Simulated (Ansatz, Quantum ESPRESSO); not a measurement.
## Equation of state of bcc Ta

How stiff is bcc Ta under hydrostatic load? Each row relaxes cell and atoms at a set pressure. The phase is followed to these pressures whether or not it stays the stable one.

Calculated with Ansatz 0.2.0, PBEsol, PAW files of the set soft_1, cutoff 600 eV, Fermi–Dirac smearing 0.05 eV, k-mesh 19×19×19, no spin polarisation, no spin-orbit coupling.

Reference cell, relaxed at zero pressure with PBEsol (Im-3m): a = 2.8423 Å, b = 2.8423 Å, c = 2.8423 Å, α = 109.47°, β = 109.47°, γ = 109.47°.

```csv
atom,x,y,z
Ta,0.0000,0.0000,0.0000
```

```csv
V (Å³/atom),V/V0,P (GPa),E − E0 (meV/atom)
18.0372,1.0204,−4.008,4.6
17.2681,0.9769,4.993,6.2
16.5611,0.9369,15.000,49.7
16.2539,0.9195,19.999,83.2
15.7100,0.8888,29.998,167.6
```

V0 = 17.6762 Å³ an atom, where the residual pressure P0 is −0.001 GPa. **Question.** Fit the Birch–Murnaghan law and give the pressure and the energy at V = 16.8984 Å³ an atom, a row left out above.

With the Eulerian strain f = ½[(V0/V)^(2/3) − 1] and F = (P − P0)/[3f(1 + 2f)^(5/2)], the third-order law is the line F = B0 + (3/2) B0 (B′ − 4) f.

| f | F (GPa) |
| --- | --- |
| 0.04089 | 200.90 |
| 0.02876 | 201.57 |
| 0.02220 | 202.06 |
| 0.00785 | 204.04 |
| −0.00669 | 206.37 |

A straight line through the 5 rows: the means are 0.0186 for f and 202.99 for F, Σ(Δx)² = 0.001368 and ΣΔxΔy = −0.1611, so the slope is −0.1611/0.001368 = −117.77 and the intercept 202.99 − (−117.77)(0.0186) = 205.18.

Hence B0 = 205.2 GPa and B′ = 4 + (−117.8)/(1.5 × 205.2) = 3.62. For the withheld volume f = 0.01523, F = 203.39 GPa and P = 10.01 GPa. The run itself gives 9.99 GPa, so the estimate misses by 0.02 GPa; the fitted rows themselves lie up to 0.08 GPa off the law.

Integrating the same law gives E − E0 = (9/2) B0 V0 f²[1 + (B′ − 4) f] + P0(V0 − V), with 1 GPa Å³ = 6.2415 meV: 23.5 meV an atom. The run itself gives 23.4 meV, so the estimate misses by 0.1 meV, a rounding's worth.

The same fit over all rows at other levels or in other programs gives B0 = 207 GPa with PBEsol (Quantum ESPRESSO, GBRV).

Measured volume: 18.011 Å³ an atom (doi:10.1016/0036-9748(77)90141-7), so V0 is −1.9 % off. A stiffness follows the volume as d ln B/d ln V = −B′, which moves B0 by about −7 % when it is taken at the measured volume.

Measured bulk modulus: 194 GPa (arxiv:cond-mat/0403080), against 205 GPa here (+6 %).

The calculation is for a static lattice, while measurements hold thermal and zero-point motion.

[Logs are printed without paths, hosts, clocks, repeated set-up lines and the standing remarks that a program may print on its own settings, such as how far it seeks lower states.]
